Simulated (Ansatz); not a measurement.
# SiO2 (Cristobalite): band gap by G0W0 on PBE, part 2 of 2

Wanted: the gap of SiO2 (Cristobalite) with a many-body correction, and the time that it takes.

Ansatz 0.2.0; PBE, then G0W0 on it, plane waves, PAW. Known limits of the many-body steps: finite bands, screening cutoff and k mesh; no spin-orbit coupling in G0W0.

So far. Step 2 (Bands along the symmetry lines): Over mesh and path the gap is 5.765 eV, direct, at k = Γ. The pressure in this cell is 6 GPa; the cell is kept.

The database entry behind the starting cell lists a temperature of 340 K, so it need not match the best structure at ambient conditions.

In doubt: masses and optical values from hybrid runs of this build are listed as unsure (in some of the runs), which bears on the screening that GW takes from such a start.

### Step 3. The quasiparticle correction

G0W0 replaces the xc potential by a self-energy built once from the orbitals of the start. Levels are corrected in the window of bands that the input names, at points of the mesh.

This step: G0W0 on PBE, plane waves, PAW; PAW set soft_1.

input.yaml reads:

```yaml
crystal:
  lattice:
    - [4.982, 0.0, 0.0]
    - [0.0, 4.982, 0.0]
    - [0.0, 0.0, 6.963]
  atoms:
    - { symbol: Si, position: [0.29897, 0.29897, 0.0] }
    - { symbol: Si, position: [0.20103, 0.79897, 0.25] }
    - { symbol: Si, position: [0.70103, 0.70103, 0.5] }
    - { symbol: Si, position: [0.79897, 0.20103, 0.75] }
    - { symbol: O, position: [0.23989, 0.10347, 0.17813] }
    - { symbol: O, position: [0.39653, 0.73989, 0.42813] }
    - { symbol: O, position: [0.76011, 0.89653, 0.67813] }
    - { symbol: O, position: [0.60347, 0.26011, 0.92813] }
    - { symbol: O, position: [0.73989, 0.39653, 0.57187] }
    - { symbol: O, position: [0.89653, 0.76011, 0.32187] }
    - { symbol: O, position: [0.26011, 0.60347, 0.07187] }
    - { symbol: O, position: [0.10347, 0.23989, 0.82187] }
kpoints:
  mp_grid: { grid: [4, 4, 2] }
hamiltonian:
  xc: pbe
  pseudopotentials: { kind: paw, azcp: { folder: soft_1 } }
scf:
  occupations: { method: fixed }
gw:
  n_empty_bands: 947
  ecut_chi: 180.0
  qp_bands: [v4, c4]
  qp_kpoints: band_edges
  screening: { model: contour_deformation }
```

Launch:

```console
ansatz run input.yaml --threads 3 --pin off --max-ram 92160MiB --backend cuda --events-out ev --progress --plain --runs-dir out --devices 1 --max-vram 13GiB
```

Numbers of over 12 decimals in the logs are rounded to 6 here.

What it wrote:

```text
GPUs: using 1 of 1 available (devices: 1).
[...]
GPU FFT provider: cuFFT
GPU libraries: cuBLAS 13.8.2, cuFFT 12.4.0, cuSOLVER 12.3.4
Crystal: 12 atoms, lattice volume = 172.824 Å³
Basis set: ecut = 420 eV, 3387 PW (Γ)
Bands: 44, of which v1, the nominal top of the filled ones, is band 32 counted from 1 (31 counted from 0)
Symmetry: 8 space group operations
[...]
k-points: 12 of 32
[...]
GPU buffer pool allocated for 62208 grid points (all kernels)
[...]
SCF iter   1: F=—  HF=-7103.495148 eV  |F-HF|=—  |Δ(HF+E_count)|=         —  Δρ=1.28e-1  dr2=2.53e1  ethr=3.10e-3  ⟨swp⟩=4.8  Hψ=2082  notcnv=0  defer=102
[...]
SCF iter   8: F=-7096.304376 eV  HF=-7096.304376 eV  |F-HF|=1.01e-8  |Δ(HF+E_count)|=   3.23e-7  Δρ=2.11e-6  dr2=5.83e-9  ethr=1.56e-10  ⟨swp⟩=14.0  Hψ=2802  notcnv=0
SCF 1 converged in 8 iterations: F = -7096.304376 eV  dr2 = 5.83e-9
[...]
NSCF: frozen V_eff on 12 k-points
the band table was solved once the SCF had ended and its energy, with any forces and stress, was formed, with the checks that follow a solve (2347 applications of the Hamiltonian). They found nothing against the state; the energy, forces and stress were not computed again (output.eigenvalues in the input reference)
[...]
G₀W₀ screening: q 1/12
[... further progress lines ...]
SCF converged after 8 iterations
Free energy (F): -7096.304376 eV
[...]
Internal energy: -7096.304376 eV  (E = F + TS)
E sigma→0 (E₀):  -7096.304376 eV
Fermi energy:    1.321772 eV
[...]
--- Band table (eV; the first three rows and the last of 12) ---
  k-point 0: bands = [... 28 lower, 0.6651, 1.0506, 1.0506, 1.3218, 7.0869, 10.2076, 10.2076, 10.6182, ... 8 higher]
  k-point 1: bands = [... 28 lower, 0.8115, 0.8115, 0.9298, 0.9298, 8.3210, 8.3210, 10.8504, 10.8504, ... 8 higher]
  k-point 2: bands = [... 28 lower, 0.6028, 0.8483, 0.9925, 1.1388, 7.7129, 10.3437, 10.3926, 10.6148, ... 8 higher]
  k-point 11: bands = [... 28 lower, 0.6894, 0.6894, 0.6894, 0.6894, 10.6186, 10.6186, 10.6186, 10.6186, ... 8 higher]
--- G₀W₀: contour deformation, 6 samples at zero and on the imaginary axis and 2 off it, 32 q-points, 947 empty bands' worth ---
  eigenvalues of the whole cell's RPA ε∞ on this k-mesh (on a slab, of 1 + 4πα/V) = 2.1475, 2.1539, 2.1539; static W/v taken at q = 0 is 0.464916
  bands read: the sum over 979 bands ends inside a degenerate multiplet in 10 slots, whose members it reads at an even weight; the widest, k=11: bands 977 to 980 (counted from 1) at 3/4 each
  gw.qp_kpoints: band_edges: 11 of 12 stored k-points solved, in 1 pass; an edge of the gap read off the rows below is read off those points alone
    valence top: of the k-points left out ik 8 came nearest to being solved in a further pass, in band 32 (counted from 1, as in the quasiparticle table): it holds the edge there only if its correction is more favourable than any solved in that band by at least 0.553 eV; those differ by 0.077 eV
    conduction bottom: of the k-points left out ik 8 came nearest to being solved in a further pass, in band 33 (counted from 1, as in the quasiparticle table): it holds the edge there only if its correction is more favourable than any solved in that band by at least 2.414 eV; those differ by 0.492 eV
    ik  band        ε_KS         Σx   Σc(E_QP)       V_xc       Z   E_QP_lin       E_QP  E_QP is
     0    29      0.6651   -26.5965     3.9678   -20.5681  0.8067    -1.4318    -1.3955  root
     0    30      1.0506   -26.9211     3.9730   -20.9348  0.8063    -0.9964    -0.9626  root
     0    31      1.0506   -26.9211     3.9730   -20.9348  0.8063    -0.9964    -0.9626  root
     0    32      1.3218   -26.8364     3.9197   -20.9303  0.8071    -0.6968    -0.6645  root
     0    33      7.0869    -6.5264    -3.1648   -10.7500  0.8749     8.1509     8.1456  root
     0    34     10.2076    -5.9900    -3.7033   -11.0558  0.8662    11.5810    11.5701  root
     0    35     10.2076    -5.9900    -3.7033   -11.0558  0.8662    11.5810    11.5701  root
     0    36     10.6182    -7.6367    -3.8047   -13.0111  0.8554    12.2033    12.1879  root
     1    29      0.8115   -26.5537     3.9716   -20.5266  0.8064    -1.2800    -1.2439  root
     1    30      0.8115   -26.5537     3.9716   -20.5266  0.8064    -1.2800    -1.2439  root
     1    31      0.9298   -26.5167     3.9586   -20.5137  0.8064    -1.1502    -1.1146  root
     1    32      0.9298   -26.5167     3.9586   -20.5137  0.8064    -1.1502    -1.1146  root
     1    33      8.3210    -7.2158    -3.2165   -11.6182  0.8681     9.5141     9.5069  root
     1    34      8.3210    -7.2158    -3.2165   -11.6182  0.8681     9.5141     9.5069  root
     1    35     10.8504    -6.2751    -3.9974   -11.8172  0.8602    12.4100    12.3951  root
     1    36     10.8504    -6.2751    -3.9974   -11.8172  0.8602    12.4100    12.3951  root
     2    29      0.6028   -26.4714     3.9928   -20.3990  0.8060    -1.5143    -1.4766  root
     2    30      0.8483   -26.7118     3.9796   -20.6914  0.8060    -1.2278    -1.1924  root
     2    31      0.9925   -26.8415     3.9760   -20.8418  0.8063    -1.0654    -1.0310  root
     2    32      1.1388   -26.6034     3.9175   -20.6732  0.8069    -0.9076    -0.8738  root
     2    33      7.7129    -6.8346    -3.1803   -11.1289  0.8717     8.8331     8.8269  root
     2    34     10.3437    -6.0798    -3.7482   -11.2257  0.8649    11.7530    11.7414  root
     2    35     10.3926    -5.9167    -3.5602   -10.7700  0.8669    11.6954    11.6857  root
     2    36     10.6148    -8.8675    -3.9353   -14.5134  0.8502    12.3443    12.3253  root
     3    29      0.5770   -26.3292     3.9765   -20.2686  0.8061    -1.5450    -1.5071  root
     3    30      0.5770   -26.3292     3.9765   -20.2686  0.8061    -1.5450    -1.5071  root
     3    31      1.0698   -26.7280     3.9550   -20.7535  0.8064    -0.9839    -0.9497  root
     3    32      1.0698   -26.7280     3.9550   -20.7535  0.8064    -0.9839    -0.9497  root
     3    33      8.7385    -7.3351    -3.3125   -11.8987  0.8660     9.9980     9.9896  root
     3    34      8.7385    -7.3351    -3.3125   -11.8987  0.8660     9.9980     9.9896  root
     3    35     10.7151    -6.1005    -3.8382   -11.3839  0.8632    12.1731    12.1604  root
     3    36     10.7151    -6.1005    -3.8382   -11.3839  0.8632    12.1731    12.1604  root
     4    29      0.6759   -26.1880     3.9548   -20.1531  0.8060    -1.4420    -1.4042  root
     4    30      0.6759   -26.1880     3.9548   -20.1531  0.8060    -1.4420    -1.4042  root
     4    31      0.8509   -26.6258     3.9769   -20.6024  0.8062    -1.2313    -1.1955  root
     4    32      0.8509   -26.6258     3.9769   -20.6024  0.8062    -1.2313    -1.1955  root
     4    33      9.1296    -7.3067    -3.3637   -11.9537  0.8647    10.4221    10.4130  root
     4    34      9.1296    -7.3067    -3.3637   -11.9537  0.8647    10.4221    10.4130  root
     4    35     10.6596    -5.6161    -3.6690   -10.6029  0.8662    11.9878    11.9774  root
     4    36     10.6596    -5.6161    -3.6690   -10.6029  0.8662    11.9878    11.9774  root
[...]
10    33     10.1032    -6.9695    -3.4657   -11.7790  0.8620    11.4576    11.4469  root
    10    34     10.1032    -6.9695    -3.4657   -11.7790  0.8620    11.4576    11.4469  root
    10    35     10.2434    -7.8250    -3.6200   -12.9449  0.8573    11.7570    11.7434  root
    10    36     10.2434    -7.8250    -3.6200   -12.9449  0.8573    11.7570    11.7434  root
    11    29      0.6894   -26.4022     3.9691   -20.3696  0.8056    -1.4111    -1.3741  root
    11    30      0.6894   -26.4022     3.9691   -20.3696  0.8056    -1.4111    -1.3741  root
    11    31      0.6894   -26.4022     3.9691   -20.3696  0.8056    -1.4111    -1.3741  root
    11    32      0.6894   -26.4022     3.9691   -20.3696  0.8056    -1.4111    -1.3741  root
    11    33     10.6186    -6.8570    -3.5338   -11.7556  0.8608    11.9950    11.9835  root
    11    34     10.6186    -6.8570    -3.5338   -11.7556  0.8608    11.9950    11.9835  root
    11    35     10.6186    -6.8570    -3.5338   -11.7556  0.8608    11.9950    11.9835  root
    11    36     10.6186    -6.8570    -3.5338   -11.7556  0.8608    11.9950    11.9835  root
```

It took 60 s on 1 × NVIDIA H100 80GB HBM3 (shared by 6 runs) with 3 threads of AMD EPYC 7R13 (Zen 3), shared host; peak memory 3.5 GiB; 93 s of CPU time.

This step gave:

| Item | Value |
| --- | --- |
| bands summed | 979 |
| RPA ε∞ on this mesh (eigenvalues) | 2.148, 2.154, 2.154 |
| plane waves in the screening matrix | 967 |
| q-points in the mesh | 32 |
| G0W0 gap over the corrected points | 8.810 eV |
| k of the valence top | 0, 0, 0 |
| k of the conduction bottom | 0, 0, 0 |
| starting gap on the mesh | 5.765 eV |
| Z at the valence top | 0.8071 |
| Z at the conduction bottom | 0.8749 |
| least direct G0W0 gap over the corrected points | 8.810 eV |

Over 11 of 12 irreducible mesh points the G0W0 gap is 8.810 eV, direct, at k = Γ. The PBE gap of this run on the mesh is 5.765 eV. The two states that bound the G0W0 gap lie that far apart at the start, so the correction of the gap is 8.810 − 5.765 = +3.045 eV. The start of this run differs from the step before in mesh (6×6×4 and 4×4×2).

Labels follow the order of the start: v1 is the top filled band, c1 the lowest empty one; levels that stay degenerate share a row, the window can cut a multiplet, doubted levels are not marked in this list, bands outside the window were not corrected, and the list may be a part of the corrected levels. Levels before and after the correction, in eV, zero at the valence-band top of each column:

```tsv
	conduction bottom	valence top
Kohn-Sham	5.77	0.00
G0W0	8.81	0.00
```

```tsv
	level	occupation	energy (eV)
Kohn-Sham	Γ v4	2	-0.657
Kohn-Sham	Γ v3-v2	2	-0.271
Kohn-Sham	Γ v1	2	0.000
Kohn-Sham	Γ c1	0	5.765
Kohn-Sham	Γ c2-c3	0	8.886
Kohn-Sham	Γ c4	0	9.296
G0W0	Γ v4	2	-0.731
G0W0	Γ v3-v2	2	-0.298
G0W0	Γ v1	2	0.000
G0W0	Γ c1	0	8.810
G0W0	Γ c2-c3	0	12.235
G0W0	Γ c4	0	12.852
```

The parts of the quasiparticle energy for the two states that bound the G0W0 gap, in eV on the run's own scale (QP = start + Σx + Σc − Vxc, with Σc at the quasiparticle energy):

```tsv
edge	k	band	start	Σx	Σc	Vxc	Z	QP
valence top	Γ	32	1.322	−26.836	3.920	−20.930	0.807	−0.664
conduction bottom	Γ	33	7.087	−6.526	−3.165	−10.750	0.875	8.146
```

### Step 4. The runs together

Each gap is the least one over the points named; times are wall times on shared hosts, not benchmarks. A G0W0 time includes the run's own self-consistent start. Rows marked * are further runs, not shown as steps, whose inputs differ from the G0W0 step on the same start in the columns given; solver thresholds can differ too.

```tsv
level	mesh	files, cutoff	bands summed, screening	points	gap (eV)	valence top	conduction bottom	least direct gap (eV)	time
PBE	6×6×4	soft_1 PAW, 420 eV	-	mesh and path	5.765	Γ	Γ	5.765	9.6 s
G0W0@PBE*	4×4×2	soft_1 PAW, 420 eV	187, 54 eV	11 of 12 irreducible mesh points	8.451	Γ	Γ	8.451	18 s
G0W0@PBE*	4×4×2	soft_1 PAW, 420 eV	472, 108 eV	11 of 12 irreducible mesh points	8.602	Γ	Γ	8.602	29 s
G0W0@PBE	4×4×2	soft_1 PAW, 420 eV	979, 180 eV	11 of 12 irreducible mesh points	8.810	Γ	Γ	8.810	60 s
G0W0@PBE*	2×2×2	soft_1 PAW, 420 eV	472, 108 eV	all 6 irreducible mesh points	8.623	Γ	Γ	8.623	14 s
G0W0@PBE*	4×4×2	soft_1 PAW, 420 eV	472, 108 eV, plasmon pole	11 of 12 irreducible mesh points	8.574	Γ	Γ	8.574	34 s
```

### Step 5. Outcome

| Property | Result |
| --- | --- |
| PBE gap over mesh and path | 5.765 eV, direct, at k = Γ |
| G0W0@PBE gap over 11 of 12 irreducible mesh points | 8.810 eV, direct, at k = Γ |
| GW settings | 4×4×2 mesh, 947 empty bands, screening to 180 eV, PAW set soft_1 files |
| known limits | finite bands, screening cutoff and k mesh; no spin-orbit coupling in G0W0 |

**Reading.** Over 11 of 12 irreducible mesh points the G0W0 gap is 8.810 eV, direct, at k = Γ. The PBE gap of this run on the mesh is 5.765 eV. The two states that bound the G0W0 gap lie that far apart at the start, so the correction of the gap is 8.810 − 5.765 = +3.045 eV. The valence state moves by −0.664 − 1.322 = −1.986 eV and the conduction state by 8.146 − 7.087 = +1.059 eV, on the run's own scale; with 187 bands the edge states move by −1.521 and +1.165 eV, so the split between the edges depends on the bands and cutoff. Both edges that PBE shows over mesh and path lie at k points where levels were corrected. Levels at other points were not corrected, so a lower G0W0 gap elsewhere in the zone is not ruled out. From 187 bands and 54 eV to 979 bands and 180 eV the gap moves by 8.810 − 8.451 = +0.359 eV (rung by rung 8.451, 8.602, 8.810 eV); bands and screening cutoff rise together, so their parts are not told apart. A line in one over the bands through the two highest rungs gives 8.810 + (8.810 − 8.602) × 472 / (979 − 472) = 9.004 eV, and through the pair below 8.602 + (8.602 − 8.451) × 187 / (472 − 187) = 8.701 eV. The two differ by 0.303 eV, not under the 0.030 eV asked, so the law does not hold well over these rungs and the limit is not known. With the 2×2×2 mesh in place of the 4×4×2 mesh and all else as in the G0W0@PBE row with 472 bands, the gap differs by 8.623 − 8.602 = +0.021 eV, and that of the start by 5.764 − 5.765 = −0.001 eV. With the plasmon pole model in place of the contour deformation model and all else as in the G0W0@PBE row with 472 bands, the gap differs by 8.574 − 8.602 = −0.028 eV. G0W0 on other starts in this series, not shown as steps and not all at these settings: 9.337 eV on HSE06 (4×4×2, soft_1 PAW, 472 bands, 108 eV) and 8.544 eV on LDA (4×4×2, soft_1 PAW, 472 bands, 108 eV). The G0W0 runs are scalar-relativistic. G0W0@PBE runs of this series with other atomic data on the same mesh, not shown as steps, give 8.626 eV (hard PAW, 930 eV, 472 bands, screening to 108 eV; the table's row with the same empty bands and screening cutoff has 8.602 eV); where bands and cutoffs differ too, the part of the files is not isolated.

[Paths, hosts, dates, memory and timing lines, banners, echoed tables and standing remarks are left out of the program output.]

[Logs are printed without paths, hosts, clocks, repeated set-up lines and the standing remarks that a program may print on its own settings, such as how far it seeks lower states.]

[Runs of the session that timed out or met a known fault of the program may be left out.]

[Cells called generated may have been cut or substituted from an entry of the Crystallography Open Database or the Materials Project.]

[Hosts, paths, dates, database ids (printed as entryN), source tags and the programs' standing remarks are cut or masked in the printed files.]

[Where an RPA ε∞ is given, it is that of the G0W0 mesh and is not shown converged in it. Names of k-points follow the symmetry that the program found, which can be lower than the space group named. Band edges on a path are those of the sampled points; other points can move an edge, and change direct to indirect where valleys lie close.]

[Hybrid gaps are those of their k-mesh and are not shown converged in it.]
